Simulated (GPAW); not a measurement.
Consider Li (Lithium, Im-3m).

```
Li
1.0
    -1.75465    1.75465    1.75465
     1.75465   -1.75465    1.75465
     1.75465    1.75465   -1.75465
Li
1
Direct
  0.00000 0.00000 0.00000
```

Absorber: atom 1, with 8 Li at 3.04 Å and 6 Li at 3.51 Å (cube and octahedron, as in bcc, site symmetry m-3m). Method: GPAW, PBE, excited-electron core hole (neutral cell), 8-atom cell with 6.1 Å between holes, 6×6×6 k points, dipole transitions, Gaussian full width 0.9 eV up to 4 eV, rising linearly to 3.5 eV at 25 eV.

**Question.** Predict the near-edge structure at the Li K edge.

Main maxima up to 24 eV above the zero (height): 0.6 eV (0.98), 2.5 eV (1.37), 5.0 eV (1.86), 7.9 eV (2.03), 11.1 eV (1.05) and 16.7 eV (0.82). A K edge sees empty p states on the absorber. The total-energy difference is 58.26 eV. One term is added: -3.34 eV, since the hole is spin-paired here and a spin-polarised one costs that much less in the free atom (computed apart). The photon energy is then 54.92 eV. The tabulated edge of the element is 54.7 eV. The functional leaves an error of a few eV in such absolute values.

The Li K spectrum (energy from the lowest empty level; intensity scaled to a mean of 1 over the first 20 eV):

```tsv
E (eV)	intensity
-2.0	0.00
-1.5	0.00
-1.0	0.00
-0.5	0.08
0.0	0.48
0.5	0.95
1.0	0.86
1.5	0.82
2.0	1.09
2.5	1.37
3.0	0.95
3.5	0.61
4.0	0.91
4.5	1.42
5.0	1.86
5.5	1.46
6.0	1.16
6.5	1.26
7.0	1.52
7.5	1.89
8.0	2.01
8.5	1.69
9.0	1.25
9.5	1.04
10.0	1.00
10.5	1.01
11.0	1.04
11.5	1.02
12.0	0.90
12.5	0.74
13.0	0.59
13.5	0.48
14.0	0.45
14.5	0.50
15.0	0.60
15.5	0.71
16.0	0.78
16.5	0.82
17.0	0.81
17.5	0.80
18.0	0.78
18.5	0.75
19.0	0.72
19.5	0.69
20.0	0.68
20.5	0.67
21.0	0.66
21.5	0.65
22.0	0.63
22.5	0.61
23.0	0.60
23.5	0.60
24.0	0.61
24.5	0.62
25.0	0.64
25.5	0.66
26.0	0.67
26.5	0.67
27.0	0.66
27.5	0.62
28.0	0.58
28.5	0.54
29.0	0.50
29.5	0.48
30.0	0.46
30.5	0.45
31.0	0.45
31.5	0.45
32.0	0.45
```

The holes are only 6.1 Å apart, so the shape is probably not converged with cell size; no larger cell was run here. The structure is a published determination, not relaxed.

[Banner, clock and machine lines of the logs are left out without a mark of their own.]

[Logs are printed without paths, hosts, clocks, repeated set-up lines and the standing remarks that a program may print on its own settings, such as how far it seeks lower states.]

[Hosts, paths, dates, database ids (printed as entryN), source tags and the programs' standing remarks are cut or masked in the printed files.]

[Lists of maxima count a maximum above −3 eV only where it reaches 4 % of the highest in the window and stands out from its surroundings by 2 % of it (1.5 % where it reaches 55 %); shoulders and weaker maxima are passed over, and of the rest the first, up to two pre-edge ones and the few strongest are named.]
